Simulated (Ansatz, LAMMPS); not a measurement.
# Structural relaxation of a frame of liquid K(F,Br) from 1000 K (94 atoms)

Aim: bring a frame of liquid K(F,Br) from 1000 K (94 atoms) to a nearby minimum of the energy and see what moves.

Method: Kohn-Sham DFT, PBE, PAW (set soft_2), plane waves, in Ansatz 0.2.0.

## (1) Set-up

The cell holds 94 atoms: 47 K, 18 F and 29 Br. Its edges and angles: a = 15.332 Å, b = 15.332 Å, c = 15.332 Å, α = 90.0°, β = 90.0°, γ = 90.0°. 94 atoms (47 K, 18 F, 29 Br) placed at random at 2.07 g/cm³, melted at 1800 K for 10 ps at fixed volume with the Lennard-Jones and Coulomb ion parameters for SPC/E (Joung and Cheatham, J. Phys. Chem. B 112, 9020 (2008)), full charges. Snapshot at the end of a hold of 20 ps at 1000 K and fixed volume.

Limits known from the start: The starting topology of bonds comes from the classical model. The ion parameters were fitted for water, not for melts, so the starting structure of this cell may lie well off the real melt's. Only the Γ point is sampled, in a cell whose shortest periodic width is 15 Å.

## (2) How the cell was made

A classical potential supplies the starting structure, since it reaches far longer times than DFT.

This step: classical MD, Lennard-Jones and Coulomb ion parameters for SPC/E (Joung and Cheatham, J. Phys. Chem. B 112, 9020 (2008)), full charges (LAMMPS 22 Jul 2025 - Update 4).

Input file in.lmp:

```
# melt-quench of K47F18Br29
units metal
atom_style charge
boundary p p p
region box block 0 15.3316 0 15.3316 0 15.3316
create_box 3 box
mass 1 39.0983   # K
mass 2 18.9984   # F
mass 3 79.9040   # Br
create_atoms 1 random 47 495313 NULL overlap 2.2 maxtry 2000
create_atoms 2 random 18 495320 NULL overlap 2.2 maxtry 2000
create_atoms 3 random 29 495327 NULL overlap 2.2 maxtry 2000
pair_style lj/cut/coul/long 9.0
pair_modify mix arithmetic tail yes
pair_coeff 1 1 0.018634 2.8384   # K
pair_coeff 2 2 0.000321 4.0215   # F
pair_coeff 3 3 0.001169 4.9017   # Br
set type 1 charge 1
set type 2 charge -1
set type 3 charge -1
kspace_style pppm 1.0e-4
neigh_modify delay 0 every 1 check yes
thermo_style custom step time temp pe press density
thermo_modify norm yes
timestep 0.002
thermo 100
min_style cg
minimize 1e-4 1e-4 200 2000
reset_timestep 0
velocity all create 1800 495314 mom yes dist gaussian
fix lim all nve/limit 0.05
fix lan all langevin 1800 1800 0.2 495315 zero yes
thermo 500
run 1000 post no
# [... 10 lines left out ...]
compute msd all msd com yes
thermo 2500
fix md all nvt temp 1000 1000 0.2
run 10000 post no
print "== T1000: mean square displacement over the hold $(c_msd[4]:%.2f) A^2"
unfix md
uncompute msd
write_dump all custom T1000.dump id type xs ys zs modify sort id
```

Run with:

```bash
> lmp -in in.lmp -log none -nocite
```

Numbers of over 12 decimals in the logs are rounded to 6 here.

What it wrote:

```text
LAMMPS (22 Jul 2025 - Update 4)
Created orthogonal box = (0 0 0) to (15.3316 15.3316 15.3316)
Created 47 atoms
Created 18 atoms
Created 29 atoms
PPPM initialization ...
  G vector (1/distance) = 0.30488517
  grid = 10 10 10
  estimated relative force accuracy = 8.1670015e-05
   Step          Time           Temp          PotEng         Press         Density
         0   0              0              2.0825567      554168.66      2.0720055
       100   0.2            0             -3.6758117     -4077.295       2.0720055
       126   0.252          0             -3.6910658     -2863.5481      2.0720055
Loop time of 0.0967397 s on 1 MPI rank(s) for 126 steps with 94 atoms
Minimization stats:
  Stopping criterion = energy tolerance
  Energy initial, next-to-last, final =
       2.0825566979401  -3.69079265035068  -3.69106579856423
  Force two-norm initial, final = 551.87192 0.43163794
  Iterations, force evaluations = 126 157
[... 8 lines left out ...]
      2499   4.998          1899.9349     -3.4925453      12498.104      2.0720055
      3332   6.664          1621.0884     -3.4044298      16599.647      2.0720055
      4165   8.33           1707.4164     -3.4615943      10098.311      2.0720055
      4998   9.996          1724.3447     -3.4166105      15784.329      2.0720055
[... 2 lines left out ...]
Loop time of 2.02288 s on 1 MPI rank(s) for 5000 steps with 94 atoms
   Step          Time           Temp          PotEng         Press         Density
[... 5 lines left out ...]
Loop time of 0.842142 s on 1 MPI rank(s) for 2500 steps with 94 atoms
   Step          Time           Temp          PotEng         Press         Density
[... 2 lines left out ...]
     12500   25             1126.5374     -3.5788181      1142.2108      2.0720055
     15000   30             896.13692     -3.5591911     -417.9129       2.0720055
     17500   35             929.68882     -3.5527166     -1373.2532      2.0720055
     18500   37             1100.3779     -3.5656905      1697.798       2.0720055
Loop time of 2.99931 s on 1 MPI rank(s) for 10000 steps with 94 atoms
== T1000: mean square displacement over the hold 28.96 A^2
```

Elapsed: 6.7 s, on 1 thread of Intel Xeon Platinum 8375C at 2.90GHz (Ice Lake), shared host; peak memory 0.069 GiB.

## (3) Single point at the start

A single point comes first, to see the forces before anything moves.

Input file input.yaml:

```yaml
crystal:
  lattice:
    - [15.3316, 0.0, 0.0]
    - [0.0, 15.3316, 0.0]
    - [0.0, 0.0, 15.3316]
  atoms:
    - { symbol: K, position: [0.60918, 0.04895, 0.10827] }
    - { symbol: K, position: [0.53189, 0.77408, 0.41174] }
    - { symbol: K, position: [0.50351, 0.9993, 0.88734] }
    - { symbol: K, position: [0.4871, 0.97935, 0.33896] }
    - { symbol: K, position: [0.46521, 0.23178, 0.02527] }
    - { symbol: K, position: [0.5502, 0.87188, 0.72072] }
    - { symbol: K, position: [0.95681, 0.45777, 0.91867] }
    - { symbol: K, position: [0.92052, 0.94675, 0.50486] }
    - { symbol: K, position: [0.47483, 0.55757, 0.12153] }
    - { symbol: K, position: [0.75674, 0.28062, 0.45765] }
    - { symbol: K, position: [0.75659, 0.99148, 0.32005] }
    - { symbol: K, position: [0.5516, 0.22789, 0.72812] }
    - { symbol: K, position: [0.67386, 0.45825, 0.90777] }
    - { symbol: K, position: [0.81254, 0.51959, 0.1822] }
    - { symbol: K, position: [0.98113, 0.0296, 0.19238] }
    - { symbol: K, position: [0.00255, 0.16938, 0.51317] }
    - { symbol: K, position: [0.3264, 0.0666, 0.70346] }
    - { symbol: K, position: [0.2363, 0.44788, 0.22334] }
    - { symbol: K, position: [0.67164, 0.08591, 0.59953] }
    - { symbol: K, position: [0.26052, 0.2502, 0.59265] }
    - { symbol: K, position: [0.50434, 0.34796, 0.33387] }
    - { symbol: K, position: [0.73107, 0.68586, 0.55348] }
    - { symbol: K, position: [0.63487, 0.44374, 0.59842] }
    - { symbol: K, position: [0.4068, 0.80651, 0.15192] }
    - { symbol: K, position: [0.092, 0.15641, 0.8096] }
    - { symbol: K, position: [0.99452, 0.47194, 0.34085] }
    - { symbol: K, position: [0.04101, 0.63023, 0.08704] }
    - { symbol: K, position: [0.28778, 0.15989, 0.29008] }
    - { symbol: K, position: [0.01947, 0.80804, 0.29107] }
    - { symbol: K, position: [0.24811, 0.77049, 0.91716] }
    - { symbol: K, position: [0.22612, 0.39367, 0.92946] }
    - { symbol: K, position: [0.01901, 0.23186, 0.02097] }
    - { symbol: K, position: [0.06619, 0.42595, 0.70068] }
    - { symbol: K, position: [0.91202, 0.71122, 0.80632] }
    - { symbol: K, position: [0.75627, 0.07779, 0.96474] }
    - { symbol: K, position: [0.67432, 0.57025, 0.3488] }
    - { symbol: K, position: [0.41745, 0.59445, 0.85753] }
    - { symbol: K, position: [0.00404, 0.63678, 0.58378] }
    - { symbol: K, position: [0.22726, 0.04772, 0.05013] }
    - { symbol: K, position: [0.74835, 0.24272, 0.1235] }
    - { symbol: K, position: [0.65703, 0.83165, 0.04449] }
    - { symbol: K, position: [0.41795, 0.56085, 0.56626] }
    - { symbol: K, position: [0.05526, 0.93795, 0.88522] }
    - { symbol: K, position: [0.27732, 0.69938, 0.3148] }
    - { symbol: K, position: [0.8702, 0.27943, 0.71546] }
    - { symbol: K, position: [0.14522, 0.80433, 0.67121] }
    - { symbol: K, position: [0.28448, 0.90006, 0.4388] }
    - { symbol: F, position: [0.68582, 0.91116, 0.18382] }
    - { symbol: F, position: [0.65462, 0.95648, 0.93477] }
    - { symbol: F, position: [0.65982, 0.41092, 0.40817] }
    - { symbol: F, position: [0.05989, 0.32212, 0.8802] }
    - { symbol: F, position: [0.58341, 0.62766, 0.48996] }
    - { symbol: F, position: [0.69018, 0.2693, 0.63582] }
    - { symbol: F, position: [0.94905, 0.53894, 0.77462] }
    - { symbol: F, position: [0.03891, 0.25892, 0.65504] }
    - { symbol: F, position: [0.12262, 0.5753, 0.27845] }
    - { symbol: F, position: [0.0784, 0.07876, 0.96532] }
    - { symbol: F, position: [0.92049, 0.96812, 0.34284] }
    - { symbol: F, position: [0.84846, 0.09527, 0.09969] }
    - { symbol: F, position: [0.86686, 0.75126, 0.65008] }
    - { symbol: F, position: [0.09347, 0.75988, 0.82103] }
    - { symbol: F, position: [0.60839, 0.15846, 0.98749] }
    - { symbol: F, position: [0.50409, 0.04563, 0.71376] }
    - { symbol: F, position: [0.80923, 0.09356, 0.49657] }
    - { symbol: F, position: [0.38743, 0.82378, 0.33558] }
    - { symbol: Br, position: [0.27712, 0.25574, 0.12623] }
    - { symbol: Br, position: [0.37106, 0.08574, 0.483] }
    - { symbol: Br, position: [0.29022, 0.96301, 0.88071] }
    - { symbol: Br, position: [0.38397, 0.78791, 0.61836] }
    - { symbol: Br, position: [0.11059, 0.01971, 0.61683] }
    - { symbol: Br, position: [0.22348, 0.54729, 0.76824] }
    - { symbol: Br, position: [0.82765, 0.31016, 0.93553] }
    - { symbol: Br, position: [0.40498, 0.99955, 0.11263] }
    - { symbol: Br, position: [0.4533, 0.34894, 0.59883] }
    - { symbol: Br, position: [0.58206, 0.71399, 0.2028] }
    - { symbol: Br, position: [0.10163, 0.75947, 0.47629] }
    - { symbol: Br, position: [0.87046, 0.63988, 0.34335] }
    - { symbol: Br, position: [0.28508, 0.23085, 0.7973] }
    [... 10 atom lines left out ...]
    - { symbol: Br, position: [0.88693, 0.08618, 0.80192] }
    - { symbol: Br, position: [0.43015, 0.54258, 0.32964] }
    - { symbol: Br, position: [0.8822, 0.46507, 0.54896] }
    - { symbol: Br, position: [0.56983, 0.55558, 0.74216] }
    - { symbol: Br, position: [0.61939, 0.15288, 0.2906] }
    - { symbol: Br, position: [0.289, 0.66023, 0.1168] }
kpoints:
  mp_grid: { grid: [1, 1, 1] }
hamiltonian:
  xc: pbe
scf:
  occupations: { method: fixed }
output:
  forces: true
  stress: true
  populations: true
  dos:
    method: { smearing: { sigma: 0.15 } }
    de: 0.1
    projected: { site_lists: { Br: [Br], F: [F], K: [K] } }
  eigenvalues: true
```

Run with:

```bash
> ansatz run input.yaml --threads 4 --pin off --max-ram 8192MiB --backend cpu --events-out ev --progress --plain --runs-dir out
```

What it wrote:

```text
Engine: ansatz 0.2.0, x86_64-unknown-linux-gnu
Pseudopotentials: kind: paw
Pseudopotential: K, paw, valence charge 9, recommended cutoff 420 eV (normal), K.paw.azcp
Pseudopotential: F, paw, valence charge 7, recommended cutoff 420 eV (normal), F.paw.azcp
Pseudopotential: Br, paw, valence charge 7, recommended cutoff 420 eV (normal), Br.paw.azcp
[... 5 lines on functional and potentials left out ...]
Crystal: 94 atoms, lattice volume = 3603.815 Å³
Basis set: ecut = 420 eV, 70415 PW (Γ), exchange–correlation on 216×216×216 points (8 copies of the dense FFT grid, shifted against one another)
Bands: 470, of which v1, the nominal top of the filled ones, is band 376 counted from 1 (375 counted from 0)
Symmetry: 1 space group operations
Space group: P1 (ITA 1), of the structure as read, at distance tolerance 1.5e-4 Å
k-points: 1
[... 7 lines on functional and potentials left out ...]
Initial density: superposition of atomic densities (neutral atoms: chi_scale 0, normalization atom), corrected by the library's trained network
Initial wavefunctions: pseudopotential atomic-orbital guess
Functional: x = pbe(κ = 0.804, μ = 0.219515), c = pbe(β = 0.066725)
SCF iter   1: F=—  HF=-167670.668074 eV  |F-HF|=—  |Δ(HF+E_count)|=         —  Δρ=8.68e-4  dr2=8.44e-2  ethr=1.77e-3  ⟨swp⟩=5.0  Hψ=1482  notcnv=0  defer=89
preconditioner: auto → Resta (q_TF=auto, 2.101 Å⁻¹)  ε∞=2.4  [insulator: Δε(μ)=3.081 eV  Ē_g=13.250 eV  n_scr=586 (ndim 8)  ℏωp=15.4 eV  f_vac=0.239  ε∞_Penn≈2.4]
SCF iter   2: F=—  HF=-167670.658962 eV  |F-HF|=—  |Δ(HF+E_count)|=   9.11e-3  Δρ=4.69e-4  dr2=1.81e-2  ethr=1.12e-5  ⟨swp⟩=3.0  Hψ=871  notcnv=0  defer=92
SCF iter   3: F=—  HF=-167670.657989 eV  |F-HF|=—  |Δ(HF+E_count)|=   9.73e-4  Δρ=3.71e-4  dr2=5.97e-3  ethr=2.41e-6  ⟨swp⟩=3.0  Hψ=714  notcnv=0  defer=92
SCF iter   4: F=—  HF=-167670.657183 eV  |F-HF|=—  |Δ(HF+E_count)|=   8.05e-4  Δρ=1.39e-4  dr2=9.19e-4  ethr=7.93e-7  ⟨swp⟩=2.0  Hψ=713  notcnv=0  defer=92
SCF iter   5: F=—  HF=-167670.657169 eV  |F-HF|=—  |Δ(HF+E_count)|=   1.41e-5  Δρ=3.56e-5  dr2=6.95e-5  ethr=1.22e-7  ⟨swp⟩=2.0  Hψ=713  notcnv=0  defer=92
SCF iter   6: F=—  HF=-167670.661373 eV  |F-HF|=—  |Δ(HF+E_count)|=   4.20e-3  Δρ=2.42e-5  dr2=1.64e-5  ethr=9.25e-9  ⟨swp⟩=2.0  Hψ=797  notcnv=0  defer=92
SCF iter   7: F=—  HF=-167670.661375 eV  |F-HF|=—  |Δ(HF+E_count)|=   1.52e-6  Δρ=1.21e-5  dr2=3.87e-6  ethr=2.19e-9  ⟨swp⟩=2.0  Hψ=710  notcnv=0  defer=92
SCF iter   8: F=—  HF=-167670.661375 eV  |F-HF|=—  |Δ(HF+E_count)|=   8.37e-8  Δρ=2.28e-6  dr2=2.22e-7  ethr=5.15e-10  ⟨swp⟩=2.0  Hψ=709  notcnv=0  defer=92
SCF iter   9: F=-167670.661375 eV  HF=-167670.661375 eV  |F-HF|=2.74e-8  |Δ(HF+E_count)|=   1.82e-7  Δρ=1.29e-6  dr2=4.39e-8  ethr=1.33e-11  ⟨swp⟩=21.0  Hψ=3361  notcnv=0
SCF 1 converged in 9 iterations: F = -167670.661375 eV  dr2 = 4.39e-8
  greatest PAW one-centre occupation: 0.988 electrons in one spin orbital (limit 2), on the K atom at site 23 (counted from 0), in its partial waves of l = 0
SCF converged after 9 iterations
Free energy (F): -167670.661375 eV
Harris-Foulkes:  -167670.661375 eV  (|F-HF|=2.74e-8)
Internal energy: -167670.661375 eV  (E = F + TS)
E sigma→0 (E₀):  -167670.661375 eV
Fermi energy:    0.534009 eV
--- Per-component energies (eV) ---
  E_band       = -7527.803246
  E_kinetic    = 19527.665530
  E_local      = -59010.757959  (includes V_loc(G=0)·N_el)
  E_nonlocal   = 3944.583375
  E_hartree    = 21754.568711
  E_xc         = -15489.885882
  E_vxc        = -12629.889256  (∫ρ·V_xc dr)
  E_paw        = -105497.132740  (= ΣΔE_a)
  E_vpaw       = -2868.587996  (= ΣTr[D̂ρ^β])
  E_aug_tail   = 0.036770  (compensation charges beyond the density's cutoff)
  E_ewald      = -32899.739179
  E_smearing   = -0.000000  (= −TS)
  E_closure    = 0.000000  (closes the sum)
  Σ components = -167670.661375   (vs F -167670.661375, Δ=0.00e0)
--- Forces (eV/Å), atoms counted from 1 ---
  atom   1  K      0.19670432    -0.51348972     0.24181310
  atom   2  K     -0.13477168    -0.72257609     0.08683945
  atom   3  K      0.10328303     0.16885367     0.26236954
  atom   4  K      0.04736808     0.17809897    -0.15195449
  atom   5  K      0.05167050     0.02069094     0.06546740
  atom   6  K     -0.12533580    -0.00780816    -0.22998592
  atom   7  K     -0.03680641     0.17666391    -0.62338740
  atom   8  K     -0.13988882     0.08926633     0.04887338
  atom   9  K      0.18998809    -0.10938617     0.03884449
  atom  10  K     -0.11132556     0.12451172    -0.12965672
  atom  11  K      0.24737636    -0.06480322    -0.10184230
  atom  12  K     -0.03592776    -0.04559619    -0.00970263
  atom  13  K      0.06320922     0.08929534     0.23991485
  atom  14  K     -0.07058327    -0.13510676    -0.29270740
[...]
atom  93  Br    -0.33918597    -0.01744649     0.06322367
  atom  94  Br    -0.45397399    -0.50382251    -0.55955157
  max |Σ_I F_I| component: 3.22e-5 eV/Å
--- Stress (GPa, compression-positive) ---
       -0.650863       0.024698      -0.138680
        0.024698      -0.367419       0.132454
       -0.138680       0.132454      -0.536427
  P = ⅓ Tr σ = -0.5182 GPa (-5.182 kbar)
--- Band table (eV) ---
  k-point 0: bands = ["-29.4312", "-28.9793", "-28.8724", "-28.8631", [... 454 levels ...], "7.3703", "7.3776", "7.3930", "7.4225", "7.4673", "7.4745", "7.4826", "7.5125", "7.5187", "7.5449", "7.5633", "7.5821"]
--- Löwdin populations: 94 sites ---
  site symbol       q [e]
     0      K      8.1991
     1      K      8.2112
     2      K      8.1968
[...]
93     Br      7.6694
  spilling = 0.004266 (of n_electrons = 752.000000)
```

The job ended after 66 s (4 threads of Intel Xeon Platinum 8375C at 2.90GHz (Ice Lake), shared host; peak memory 4.6 GiB).

Read from the output:

| Quantity | Value |
| --- | --- |
| free energy | -167670.6614 eV |
| free energy per atom | -1783.7304 eV/atom |
| SCF cycles | 9 |
| pressure | -0.5182 GPa |
| r.m.s. force component | 0.2841 eV/Å |
| longest force | 1.139 eV/Å |
| Fermi energy | 0.534 eV |
| gap (highest filled to lowest empty level) | 3.068 eV |
| spilling of the projection | 0.004266 |

The r.m.s. force component of 0.28 eV/Å and the pressure of -0.52 GPa set the starting point.

Length of the force by element:

```tsv
element	coordination	atoms	mean length of the force (eV/Å)	spread	least	most
Br	all	29	0.433	0.199	0.150	0.879
F	all	18	0.380	0.141	0.190	0.747
K	all	47	0.469	0.247	0.0589	1.14
```

(Part 1 of 3 ends here.)

[Logs are printed without paths, hosts, clocks, repeated set-up lines and the standing remarks that a program may print on its own settings, such as how far it seeks lower states.]

[Hosts, paths, dates, database ids (printed as entryN), source tags and the programs' standing remarks are cut or masked in the printed files.]
